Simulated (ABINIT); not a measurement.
# Beyond one shot: PbF2 (Fluorocronite), part 2 of 2

How far does self-consistency move the gap of PbF2 (Fluorocronite)?

ABINIT 10.8.3; LDA and many-body steps on it, plane waves. Known limits of the many-body steps: not at the basis limit; no spin-orbit coupling; coarse k mesh.

So far. Step 10 (evGW, cycle 1): Against G0W0 in ABINIT (4×4×4 mesh, 81 bands, screening to 130.6 eV, Godby-Needs plasmon pole), the gap moves by +0.840 eV. Step 13 (evGW, cycle 2): Against the cycle before, the gap moves by +0.091 eV.

The database entry behind the starting cell differs from later determinations by our own check (0.1 to 0.3 % short, probably kX units), so it need not match the best structure at ambient conditions.

### 16. evGW, cycle 3

This step: evGW on LDA, plane waves, norm-conserving pseudopotentials.

Input file run.abi:

```
acell 3*1.0 Angstrom
rprim 
  -0.000000000000 2.963660000000 2.963660000000
  2.963660000000 0.000000000000 2.963660000000
  2.963660000000 2.963660000000 -0.000000000000
ntypat 2
znucl 82 9
natom 3
typat 1 2 2
xred 
  0.000000000000 0.000000000000 0.000000000000
  0.250000000000 0.250000000000 0.250000000000
  0.750000000000 0.750000000000 0.750000000000
pp_dirpath "pseudos"
pseudos "Pb.upf, F.upf"
ecut 36
ngkpt 4 4 4
nshiftk 1
shiftk 0 0 0
kptopt 1
chksymbreak 0
istwfk *1
occopt 1
irdwfk 1
optdriver 4
nband 81
gwcalctyp 10
ecutsigx 36
symsigma 1
nkptgw 8
kptgw 
  0.0000000000 0.0000000000 0.0000000000
  0.2500000000 0.0000000000 0.0000000000
  0.5000000000 0.0000000000 0.0000000000
  0.2500000000 0.2500000000 0.0000000000
  0.5000000000 0.2500000000 0.0000000000
  -0.2500000000 0.2500000000 0.0000000000
  0.5000000000 0.5000000000 0.0000000000
  -0.2500000000 0.5000000000 0.2500000000
bdgw 
  12 22
  12 22
  12 22
  12 22
  12 22
  12 22
  12 22
  12 22
ecuteps 4.8
irdscr 1
ppmodel 1
irdqps 1
indata_prefix "in"
outdata_prefix "out"
tmpdata_prefix "tmp"
```

Run with:

```
OMP_NUM_THREADS=1 mpirun -n 4 abinit run.abi > log
```

It took 70 s on 4 MPI ranks of Arm Neoverse V1, shared host; peak memory 1.3 GiB.

Numbers from this step:

| Item | Value |
| --- | --- |
| quasiparticle gap on the mesh | 7.439 eV |
| gap of the density functional on the mesh | 4.278 eV |
| k of the valence top | -0.25, 0.5, 0.25 |
| k of the conduction bottom | 0.5, 0.5, 0 |
| least direct quasiparticle gap on the computed points | 7.609 eV |

Against the cycle before, the gap moves by +0.011 eV.

### 17. Screening, 4×4×4 mesh, 81 bands, screening to 130.6 eV

This step: RPA screening on LDA, plane waves, norm-conserving pseudopotentials.

Input file run.abi:

```
acell 3*1.0 Angstrom
rprim 
  -0.000000000000 2.963660000000 2.963660000000
  2.963660000000 0.000000000000 2.963660000000
  2.963660000000 2.963660000000 -0.000000000000
ntypat 2
znucl 82 9
natom 3
typat 1 2 2
xred 
  0.000000000000 0.000000000000 0.000000000000
  0.250000000000 0.250000000000 0.250000000000
  0.750000000000 0.750000000000 0.750000000000
pp_dirpath "pseudos"
pseudos "Pb.upf, F.upf"
ecut 36
ngkpt 4 4 4
nshiftk 1
shiftk 0 0 0
kptopt 1
chksymbreak 0
istwfk *1
occopt 1
irdwfk 1
optdriver 3
nband 81
ecuteps 4.8
inclvkb 2
awtr 1
symchi 1
gwcalctyp 10
mbpt_sciss 3.403 eV
nqptdm 1
qptdm 
  0 0 0
indata_prefix "in"
outdata_prefix "out"
tmpdata_prefix "tmp"
```

It took 6.7 s on 4 MPI ranks; peak memory 0.86 GiB.

Numbers from this step:

* ε∞ with local fields, on this mesh, along the program's q direction: 2.678
* the same without local fields: 3.041
* plasma frequency: 30.88 eV
* plane waves in the screening matrix: 169

This screening uses the functional's bands under a rigid shift, the mean opening of the cycle before.

### 18. Screening, 4×4×4 mesh, 81 bands, screening to 130.6 eV

This step: RPA screening on LDA from quasiparticle energies, plane waves, norm-conserving pseudopotentials.

Changes to run.abi since step 17:

```diff
@@ -30,7 +30,13 @@
 symchi 1
+irdqps 1
 gwcalctyp 10
-mbpt_sciss 3.403 eV
-nqptdm 1
+nqptdm 7
 qptdm 
-  0 0 0
+  0.2500000000 0.0000000000 0.0000000000
+  0.5000000000 0.0000000000 0.0000000000
+  0.2500000000 0.2500000000 0.0000000000
+  0.5000000000 0.2500000000 0.0000000000
+  -0.2500000000 0.2500000000 0.0000000000
+  0.5000000000 0.5000000000 0.0000000000
+  -0.2500000000 0.5000000000 0.2500000000
 indata_prefix "in"
```

Input file mrgscr.stdin:

```
2
merged
q0_SCR
out_SCR
1
```

Run with:

```
OMP_NUM_THREADS=1 mpirun -n 4 abinit run.abi > log; mrgscr < mrgscr.stdin
```

Wall time 23 s (4 MPI ranks); peak memory 0.86 GiB.

Numbers from this step:

| Quantity | Value |
| --- | --- |
| plasma frequency | 30.88 eV |
| plane waves in the screening matrix | 169 |

This screening reads the quasiparticle levels of the cycle before.

### 19. evGW, cycle 4

This step: evGW on LDA, plane waves, norm-conserving pseudopotentials.

Changes to run.abi since step 18:

```diff
@@ -24,12 +24,10 @@
 irdwfk 1
-optdriver 3
+optdriver 4
 nband 81
-ecuteps 4.8
-inclvkb 2
-awtr 1
-symchi 1
-irdqps 1
 gwcalctyp 10
-nqptdm 7
-qptdm 
+ecutsigx 36
+symsigma 1
+nkptgw 8
+kptgw 
+  0.0000000000 0.0000000000 0.0000000000
   0.2500000000 0.0000000000 0.0000000000
@@ -41,2 +39,15 @@
   -0.2500000000 0.5000000000 0.2500000000
+bdgw 
+  12 22
+  12 22
+  12 22
+  12 22
+  12 22
+  12 22
+  12 22
+  12 22
+ecuteps 4.8
+irdscr 1
+ppmodel 1
+irdqps 1
 indata_prefix "in"
```

Run with:

```
OMP_NUM_THREADS=1 mpirun -n 4 abinit run.abi > log
```

Elapsed: 70 s, on 4 MPI ranks; peak memory 1.3 GiB; 4.6 min of CPU time.

Numbers from this step:

```yaml
quasiparticle_gap_on_the_mesh: 7.441 eV
gap_of_the_density_functional_on_the_mesh: 4.278 eV
k_of_the_valence_top: -0.25, 0.5, 0.25
k_of_the_conduction_bottom: 0.5, 0.5, 0
least_direct_quasiparticle_gap_on_the_computed_points: 7.611 eV
```

Against the cycle before, the gap moves by +0.002 eV.

### 20. Side by side

Times are wall times on 4 MPI ranks of Arm Neoverse V1, shared host, good to a factor of about two. A run's time includes the screening step that it read.

| run | mesh | bands | screening cutoff (eV) | DFT gap (eV) | gap on the mesh (eV) | direct (eV) | ε∞ used | time |
| --- | --- | --- | --- | --- | --- | --- | --- | --- |
| G0W0 | 4×4×4 | 81 | 130.6 | 4.278 | 6.497 | 6.678 | 3.28 | 38 s |
| evGW0, cycle 1 | 4×4×4 | 81 | 130.6 | 4.278 | 6.924 | 7.107 | 3.28 | 98 s |
| evGW0, cycle 2 | 4×4×4 | 81 | 130.6 | 4.278 | 6.788 | 6.964 | 3.28 | 98 s |
| evGW0, cycle 3 | 4×4×4 | 81 | 130.6 | 4.278 | 6.792 | 6.970 | 3.28 | 98 s |
| evGW, cycle 1 | 4×4×4 | 81 | 130.6 | 4.278 | 7.337 | 7.508 | 2.77 | 99 s |
| evGW, cycle 2 | 4×4×4 | 81 | 130.6 | 4.278 | 7.428 | 7.598 | 2.69 | 100 s |
| evGW, cycle 3 | 4×4×4 | 81 | 130.6 | 4.278 | 7.439 | 7.609 | 2.68 | 100 s |
| evGW, cycle 4 | 4×4×4 | 81 | 130.6 | 4.278 | 7.441 | 7.611 | 2.68 | 99 s |

### 21. Results

| Item | Value |
| --- | --- |
| G0W0 | 6.497 eV |
| evGW0, cycle 1 | 6.924 eV |
| evGW0, cycle 2 | 6.788 eV |
| evGW0, cycle 3 | 6.792 eV |
| evGW, cycle 1 | 7.337 eV |
| evGW, cycle 2 | 7.428 eV |
| evGW, cycle 3 | 7.439 eV |
| evGW, cycle 4 | 7.441 eV |
| known limits | not at the basis limit; no spin-orbit coupling; coarse k mesh |

In words: Only the bands that the input lists are updated; the others, empty or deep, keep the functional's energies or take a rigid shift. The evGW loop starts from the last levels of evGW0, so its cycles and time come on top of those. evGW0 ends at 6.79 eV, +0.29 eV from G0W0, after 3 cycles that took 3.5 min beside the first screening; the last moved the gap by 0.004 eV. evGW ends at 7.44 eV, +0.94 eV from G0W0, after 4 cycles that took 6.6 min beside the first screening; the last moved the gap by 0.002 eV. The first cycle of evGW0 takes the full correction, without the factor Z, so it overshoots the one-shot value. Bands and cutoff are finite, so the gap is not at the basis limit. The miss can reach some tenths of an eV and take either sign; the mesh is an error of its own. The 4×4×4 mesh is coarse for this cell, which bears on the long-range parts of exchange and screening. Where an edge is built on 6p states of lead, bismuth or thallium, scalar-relativistic gaps usually stand too wide, by a few tenths to over one eV. In the updated screening the q = 0 part is built from Kohn-Sham bands under a rigid shift, the other q from the quasiparticle levels. The many-body steps are scalar-relativistic: spin-orbit coupling is not in them.

[Paths, hosts, dates, memory and timing lines, banners, echoed tables and standing remarks are left out of the program output.]

[Logs are printed without paths, hosts, clocks, repeated set-up lines and the standing remarks that a program may print on its own settings, such as how far it seeks lower states.]

[Runs of the session that timed out or met a known fault of the program may be left out.]

[Hosts, paths, dates, database ids (printed as entryN), source tags and the programs' standing remarks are cut or masked in the printed files.]

[G0W0 gaps are taken among the corrected bands and points alone; a level outside them can change the order at an edge.]

[Where Ansatz stands beside ABINIT at settings called matched, ABINIT's density can come from a denser mesh and the files from another edition; pairs whose starting gaps differed by over 0.03 eV were left out, so agreement reads better than it is.]
